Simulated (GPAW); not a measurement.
# Work function of C/Ru(0001) at several levels, part 2 of 2

Aim: the work function of both faces of C/Ru(0001), and its spread over functionals and bases.

GPAW 26.7.0; GPAW, PAW setups; slab in vacuum, relaxation (the session's first sound run).

So far, upper work function (eV): step 2 (relaxing the atoms, PBE, GPAW) 5.67; step 3 (the slab's potential, PBE, GPAW) 5.67; step 4 (self-consistent run: xc = "LDA") 5.92; step 5 (OptPBE vdW: xc = "optPBE-vdW", GPAW, PAW setups, GPAW) 5.91; step 6 (self-consistent run: xc = "RPBE") 5.57.

### 7. Self-consistent run: xc = "revPBE"

The same geometry under revPBE, to see how far the functional moves the levels against the vacuum.

The input, run.py:

```python
import json
import numpy as np
from ase import Atoms
from gpaw import GPAW, PW

slab = Atoms(
    ['Ru', 'Ru', 'Ru', 'Ru', 'C'],
    positions=[
        [2.70000, 1.55885, 8.00000],
        [0.00000, 0.00000, 10.13840],
        [2.70000, 1.55883, 12.27575],
        [-0.00000, -0.00051, 14.58298],
        [1.35000, -0.78034, 15.73567]],
    cell=[[2.7, 0.0, 0.0], [1.35, 2.33827, 0.0], [0.0, 0.0, 24.17756]],
    pbc=[True, True, False])

slab.calc = GPAW(mode=PW(500), xc='revPBE', kpts={'size': (13, 13, 1), 'gamma': True},
                 occupations={'name': 'fermi-dirac', 'width': 0.1}, nbands='160%',
                 convergence={'density': 1e-05}, maxiter=200,
                 poissonsolver={'dipolelayer': 'xy'},
                 symmetry={'tolerance': 1e-3}, txt='slab.txt')
result = {}
energy = slab.get_potential_energy()
fermi = slab.calc.get_fermi_level()
v = slab.calc.get_electrostatic_potential().mean((0, 1)) - fermi
n = slab.calc.get_pseudo_density().mean((0, 1))
L = slab.cell[2, 2]
z = np.arange(len(v)) * L / len(v)
low, high = slab.positions[:, 2].min(), slab.positions[:, 2].max()
below, above = np.interp([low - 5.8, high + 5.8], z, v)
slopes = [np.interp(x, z, np.gradient(v, z)) for x in (low - 5.8, high + 5.8)]
eps = np.array([[slab.calc.get_eigenvalues(k, s) for k in range(len(slab.calc.get_ibz_k_points()))]
                for s in range(slab.calc.get_number_of_spins())]) - fermi
top, bottom = eps[eps < 0].max(), eps[eps > 0].min()
dipole = slab.get_dipole_moment()[2]
print(f'energy {energy:.4f} eV, Fermi level {fermi:.4f} eV, dipole {dipole:.5f} e A')
print(f'potential 5.8 A off the faces, from the Fermi level: lower {below:.4f} eV, upper {above:.4f} eV')
print(f'slope of the potential there: lower {slopes[0]:.5f}, upper {slopes[1]:.5f} eV/A')
print(f'nearest levels on the mesh: {top:.4f} and {bottom:.4f} eV')
print('magnetic moment', round(slab.get_magnetic_moment(), 3))
result.update(energy=energy, fermi=fermi, dipole=dipole, below=below, above=above, slopes=slopes, edges=[top, bottom],
              z=z.tolist(), v=v.tolist(), n=n.tolist(), positions=slab.positions.tolist(),
              forces=slab.get_forces(apply_constraint=False).tolist(), moments=slab.get_magnetic_moments().tolist())
json.dump(result, open('result.json', 'w'))
```

Launch:

```sh
> OMP_NUM_THREADS=1 OPENBLAS_NUM_THREADS=1 python run.py
```

Log:

```text
energy -40.7658 eV, Fermi level 2.1308 eV, dipole -0.02435 e A
potential 5.8 A off the faces, from the Fermi level: lower 4.8720 eV, upper 5.5713 eV
slope of the potential there: lower -0.00002, upper 0.00004 eV/A
nearest levels on the mesh: -0.0008 and 0.0844 eV
magnetic moment 0.0
```

The job ended after 89 s (1 thread of INTEL XEON PLATINUM 8581C at 2.10GHz (Emerald Rapids), shared host; peak memory 0.26 GiB).

Numbers from this step:

* dipole along the normal: -0.02435 e·Å
* levels nearest the Fermi level on the mesh: -8.35e-4, 0.08441 eV from the Fermi level
* upper work function: 5.571 eV
* lower work function: 4.872 eV

Table of electrostatic potential energy of an electron (without an applied field's), less the Fermi level, planar mean by z:

| z (Å) | electrostatic potential energy of an electron (without an applied field's), less the Fermi level, planar mean (eV) |
| --- | --- |
| 0.0 | 5.22 |
| 0.5 | 4.87 |
| 1.0 | 4.87 |
| 1.5 | 4.87 |
| 2.0 | 4.87 |
| 2.5 | 4.87 |
| 3.0 | 4.87 |
| 3.5 | 4.87 |
| 4.0 | 4.87 |
| 4.5 | 4.86 |
| 5.0 | 4.84 |
| 5.5 | 4.75 |
| 6.0 | 4.46 |
| 6.5 | 3.44 |
| 7.0 | -0.233 |
| 7.5 | -13.0 |
| 8.0 | -27.9 |
| 8.5 | -13.1 |
| 9.0 | -2.08 |
| 9.5 | -8.62 |
| 10.0 | -26.7 |
| 10.5 | -19.1 |
| 11.0 | -3.63 |
| 11.5 | -4.98 |
| 12.0 | -22.4 |
| 12.5 | -24.1 |
| 13.0 | -5.93 |
| 13.5 | -1.06 |
| 14.0 | -10.7 |
| 14.5 | -28.5 |
| 15.0 | -18.8 |
| 15.5 | -12.9 |
| 16.0 | -7.53 |
| 16.5 | 2.86 |
| 17.0 | 5.08 |
| 17.5 | 5.48 |
| 18.0 | 5.55 |
| 18.5 | 5.57 |
| 19.0 | 5.57 |
| 19.5 | 5.57 |
| 20.0 | 5.57 |
| 20.5 | 5.57 |
| 21.0 | 5.57 |
| 21.5 | 5.57 |
| 22.0 | 5.57 |
| 22.5 | 5.57 |
| 23.0 | 5.57 |
| 23.5 | 5.57 |
| 24.0 | 5.40 |

The upper face's work function is 5.571 eV, against 5.672 eV in the first plane-wave PBE run at this geometry.

### 8. Self-consistent run: xc = "vdW-DF2"

The same geometry under vdW-DF2, to see how far the functional moves the levels against the vacuum (the van der Waals functionals take revPBE setups).

run.py: that of step 7 with these lines changed.

```diff
@@ -16,3 +16,3 @@
 
-slab.calc = GPAW(mode=PW(500), xc='revPBE', kpts={'size': (13, 13, 1), 'gamma': True},
+slab.calc = GPAW(mode=PW(500), xc='vdW-DF2', kpts={'size': (13, 13, 1), 'gamma': True},
                  occupations={'name': 'fermi-dirac', 'width': 0.1}, nbands='160%',
```

Log:

```text
energy -392.1468 eV, Fermi level 1.8942 eV, dipole -0.02694 e A
potential 5.8 A off the faces, from the Fermi level: lower 5.3041 eV, upper 6.0777 eV
slope of the potential there: lower -0.00015, upper 0.00001 eV/A
nearest levels on the mesh: -0.0486 and 0.0086 eV
magnetic moment 0.0
```

The job ended after 1.7 min (1 thread; peak memory 0.39 GiB).

Numbers from this step:

| Quantity | Value |
| --- | --- |
| dipole along the normal | -0.02694 e·Å |
| levels nearest the Fermi level on the mesh | -0.04861, 0.008622 eV from the Fermi level |
| upper work function | 6.078 eV |
| lower work function | 5.304 eV |

Table of electrostatic potential energy of an electron (without an applied field's), less the Fermi level, planar mean by z:

| z (Å) | electrostatic potential energy of an electron (without an applied field's), less the Fermi level, planar mean (eV) |
| --- | --- |
| 0.0 | 5.69 |
| 0.5 | 5.30 |
| 1.0 | 5.30 |
| 1.5 | 5.30 |
| 2.0 | 5.30 |
| 2.5 | 5.30 |
| 3.0 | 5.30 |
| 3.5 | 5.30 |
| 4.0 | 5.30 |
| 4.5 | 5.29 |
| 5.0 | 5.25 |
| 5.5 | 5.14 |
| 6.0 | 4.78 |
| 6.5 | 3.62 |
| 7.0 | -0.194 |
| 7.5 | -13.0 |
| 8.0 | -27.9 |
| 8.5 | -13.3 |
| 9.0 | -2.41 |
| 9.5 | -8.82 |
| 10.0 | -26.7 |
| 10.5 | -19.2 |
| 11.0 | -3.91 |
| 11.5 | -5.24 |
| 12.0 | -22.4 |
| 12.5 | -24.1 |
| 13.0 | -6.15 |
| 13.5 | -1.42 |
| 14.0 | -10.9 |
| 14.5 | -28.5 |
| 15.0 | -18.8 |
| 15.5 | -12.8 |
| 16.0 | -7.31 |
| 16.5 | 3.16 |
| 17.0 | 5.51 |
| 17.5 | 5.97 |
| 18.0 | 6.06 |
| 18.5 | 6.07 |
| 19.0 | 6.08 |
| 19.5 | 6.08 |
| 20.0 | 6.08 |
| 20.5 | 6.08 |
| 21.0 | 6.08 |
| 21.5 | 6.08 |
| 22.0 | 6.08 |
| 22.5 | 6.08 |
| 23.0 | 6.08 |
| 23.5 | 6.08 |
| 24.0 | 5.89 |

The upper face's work function is 6.078 eV, against 5.672 eV in the first plane-wave PBE run at this geometry.

### 9. Real-space grid: mode = "fd"

A real-space grid is a second complete basis, so it checks the plane-wave result.

run.py: that of step 8 with these lines changed.

```diff
@@ -3,3 +3,3 @@
 from ase import Atoms
-from gpaw import GPAW, PW
+from gpaw import GPAW
 
@@ -16,3 +16,3 @@
 
-slab.calc = GPAW(mode=PW(500), xc='vdW-DF2', kpts={'size': (13, 13, 1), 'gamma': True},
+slab.calc = GPAW(mode='fd', h=0.18, xc='PBE', kpts={'size': (13, 13, 1), 'gamma': True},
                  occupations={'name': 'fermi-dirac', 'width': 0.1}, nbands='160%',
```

Log:

```text
energy -43.3407 eV, Fermi level -5.3441 eV, dipole -0.02284 e A
potential 5.8 A off the faces, from the Fermi level: lower 5.0172 eV, upper 5.6710 eV
slope of the potential there: lower -0.00007, upper 0.00000 eV/A
nearest levels on the mesh: -0.0034 and 0.0854 eV
magnetic moment 0.0
```

Wall time 5.1 min (1 thread); peak memory 0.67 GiB.

This step gave:

| Property | Result |
| --- | --- |
| dipole along the normal | -0.02284 e·Å |
| levels nearest the Fermi level on the mesh | -0.003443, 0.08539 eV from the Fermi level |
| upper work function | 5.671 eV |
| lower work function | 5.017 eV |

The upper face's work function is 5.671 eV, against 5.672 eV in the first plane-wave PBE run at this geometry.

### 10. Atomic orbitals: mode = "lcao"

Atom-centred orbitals end a few angstrom from the surface, which tests how much the density's tail matters.

run.py: that of step 9 with these lines changed.

```diff
@@ -16,4 +16,4 @@
 
-slab.calc = GPAW(mode='fd', h=0.18, xc='PBE', kpts={'size': (13, 13, 1), 'gamma': True},
-                 occupations={'name': 'fermi-dirac', 'width': 0.1}, nbands='160%',
+slab.calc = GPAW(mode='lcao', basis='dzp', h=0.18, xc='PBE', kpts={'size': (13, 13, 1), 'gamma': True},
+                 occupations={'name': 'fermi-dirac', 'width': 0.1}, nbands='120%',
                  convergence={'density': 1e-05}, maxiter=200,
```

Log:

```text
energy -40.9134 eV, Fermi level -5.3561 eV, dipole -0.02240 e A
potential 5.8 A off the faces, from the Fermi level: lower 5.0356 eV, upper 5.6766 eV
slope of the potential there: lower -0.00003, upper 0.00000 eV/A
nearest levels on the mesh: -0.0013 and 0.0837 eV
magnetic moment 0.0
```

The job ended after 21 min (1 thread; peak memory 0.36 GiB).

Numbers from this step:

```yaml
dipole_along_the_normal: -0.02240 e·Å
levels_nearest_the_fermi_level_on_the_mesh: -0.001289, 0.08366 eV from the Fermi level
upper_work_function: 5.677 eV
lower_work_function: 5.036 eV
```

The electrostatic potential energy of an electron (without an applied field's), less the Fermi level, planar mean by z:

z (Å), electrostatic potential energy of an electron (without an applied field's), less the Fermi level, planar mean (eV) and a bar from the least value:
```
      0.0        5.4 ##############################
      0.5        5.0 #############################
      1.0        5.0 #############################
      1.5        5.0 #############################
      2.0        5.0 #############################
      2.5        5.0 #############################
      3.0        5.0 #############################
      3.5        5.0 #############################
      4.0        5.0 #############################
      4.5        5.0 #############################
      5.0        5.0 #############################
      5.5        4.9 #############################
      6.0        4.6 #############################
      6.5        3.6 ############################
      7.0        0.0 #########################
      7.5      -12.9 ##############
      8.0      -28.1 
      8.5      -13.2 #############
      9.0       -2.1 #######################
      9.5       -8.6 ##################
     10.0      -26.8 ##
     10.5      -19.1 ########
     11.0       -3.5 ######################
     11.5       -5.0 #####################
     12.0      -22.4 #####
     12.5      -24.1 ####
     13.0       -5.8 ####################
     13.5       -0.9 ########################
     14.0      -10.6 ################
     14.5      -28.6 
     15.0      -19.0 ########
     15.5      -12.9 ##############
     16.0       -7.4 ###################
     16.5        2.9 ############################
     17.0        5.2 ##############################
     17.5        5.6 ##############################
     18.0        5.7 ##############################
     18.5        5.7 ##############################
     19.0        5.7 ##############################
     19.5        5.7 ##############################
     20.0        5.7 ##############################
     20.5        5.7 ##############################
     21.0        5.7 ##############################
     21.5        5.7 ##############################
     22.0        5.7 ##############################
     22.5        5.7 ##############################
     23.0        5.7 ##############################
     23.5        5.7 ##############################
     24.0        5.7 ##############################
```

The upper face's work function is 5.677 eV, against 5.672 eV in the first plane-wave PBE run at this geometry.

### 11. The ladder

Times are for 1 thread of INTEL XEON PLATINUM 8581C at 2.10GHz (Emerald Rapids), shared host. The runs compared:

| no. | run | upper work function (eV) | lower work function (eV) | time | memory (GiB) |
| --- | --- | --- | --- | --- | --- |
| 1 | pw | 5.672 | 5.017 | 83 s | 0.26 |
| 2 | LDA | 5.919 | 5.377 | 77 s | 0.26 |
| 3 | optPBE vdW | 5.908 | 5.188 | 97 s | 0.39 |
| 4 | RPBE | 5.569 | 4.848 | 85 s | 0.26 |
| 5 | revPBE | 5.571 | 4.872 | 89 s | 0.26 |
| 6 | vdW DF2 | 6.078 | 5.304 | 1.7 min | 0.39 |
| 7 | fd | 5.671 | 5.017 | 5.1 min | 0.67 |
| 8 | lcao | 5.677 | 5.036 | 21 min | 0.36 |

### 12. Side by side

Results and costs are gathered.

This step: comparison of work functions, dipole and cost (GPAW 26.7.0).

Ladder, by row:

| step | code | work function, upper (eV) | work function, lower (eV) | dipole (e Å) | wall time (s) | peak memory (GiB) | threads |
| --- | --- | --- | --- | --- | --- | --- | --- |
| pw | GPAW | 5.672 | 5.017 | -0.0228 | 82.8 | 0.26 | 1 |
| LDA | GPAW | 5.919 | 5.377 | -0.01885 | 76.67 | 0.26 | 1 |
| optPBE-vdW | GPAW | 5.908 | 5.188 | -0.02505 | 96.55 | 0.39 | 1 |
| RPBE | GPAW | 5.569 | 4.848 | -0.02509 | 85.17 | 0.26 | 1 |
| revPBE | GPAW | 5.571 | 4.872 | -0.02435 | 89.16 | 0.26 | 1 |
| vdW-DF2 | GPAW | 6.078 | 5.304 | -0.02694 | 101.7 | 0.39 | 1 |
| fd | GPAW | 5.671 | 5.017 | -0.02284 | 306.7 | 0.67 | 1 |
| lcao | GPAW | 5.677 | 5.036 | -0.0224 | 1238 | 0.36 | 1 |

### 13. A changed run

One more run, with changed settings.

This step: GPAW, PAW setups; slab in vacuum (GPAW 26.7.0).

run.py: that of step 10 with these lines changed.

```diff
@@ -3,3 +3,3 @@
 from ase import Atoms
-from gpaw import GPAW
+from gpaw import GPAW, PW
 
@@ -16,5 +16,5 @@
 
-slab.calc = GPAW(mode='lcao', basis='dzp', h=0.18, xc='PBE', kpts={'size': (13, 13, 1), 'gamma': True},
-                 occupations={'name': 'fermi-dirac', 'width': 0.1}, nbands='120%',
-                 convergence={'density': 1e-05}, maxiter=200,
+slab.calc = GPAW(mode=PW(500), xc='PBE', kpts={'size': (13, 13, 1), 'gamma': True},
+                 occupations={'name': 'fermi-dirac', 'width': 0.1}, nbands='100%',
+                 convergence={'density': 1e-05}, maxiter=75,
                  poissonsolver={'dipolelayer': 'xy'},
```

Log:

```text
gpaw.KohnShamConvergenceError
```

Elapsed: 2.9 min, on 1 thread; peak memory 0.23 GiB.

No converged result was reached; the numbers in the log don't describe the system.

The fault put into the input: too few bands, under a cap of 75 iterations, which ended the run (nbands = "100 % of the filled bands").

### 14. What came out

| Quantity | Value |
| --- | --- |
| work function, upper and lower face | 5.672 and 5.017 eV |
| dipole along the normal | -0.0228 e Å |

With plane waves and PBE the work function is 5.67 eV on the upper face and 5.02 eV on the lower. The two faces differ by 0.66 eV, the step that the slab's dipole makes (e p/(ε0 A) gives 0.65 eV), so the dipole layer is needed. Over the sound runs of the table the upper face's work function spans 5.569 (RPBE) to 6.078 eV (vdW-DF2). The cell of 6.31 Å² holds one C, started on one chosen site; other sites and coverages weren't tried. The in-plane lattice was kept as typed, which isn't the functional's own and leaves some strain; spin-orbit coupling and temperature are left out.

[Logs are printed without paths, hosts, clocks, repeated set-up lines and the standing remarks that a program may print on its own settings, such as how far it seeks lower states.]

[Hosts, paths, dates, database ids (printed as entryN), source tags and the programs' standing remarks are cut or masked in the printed files.]
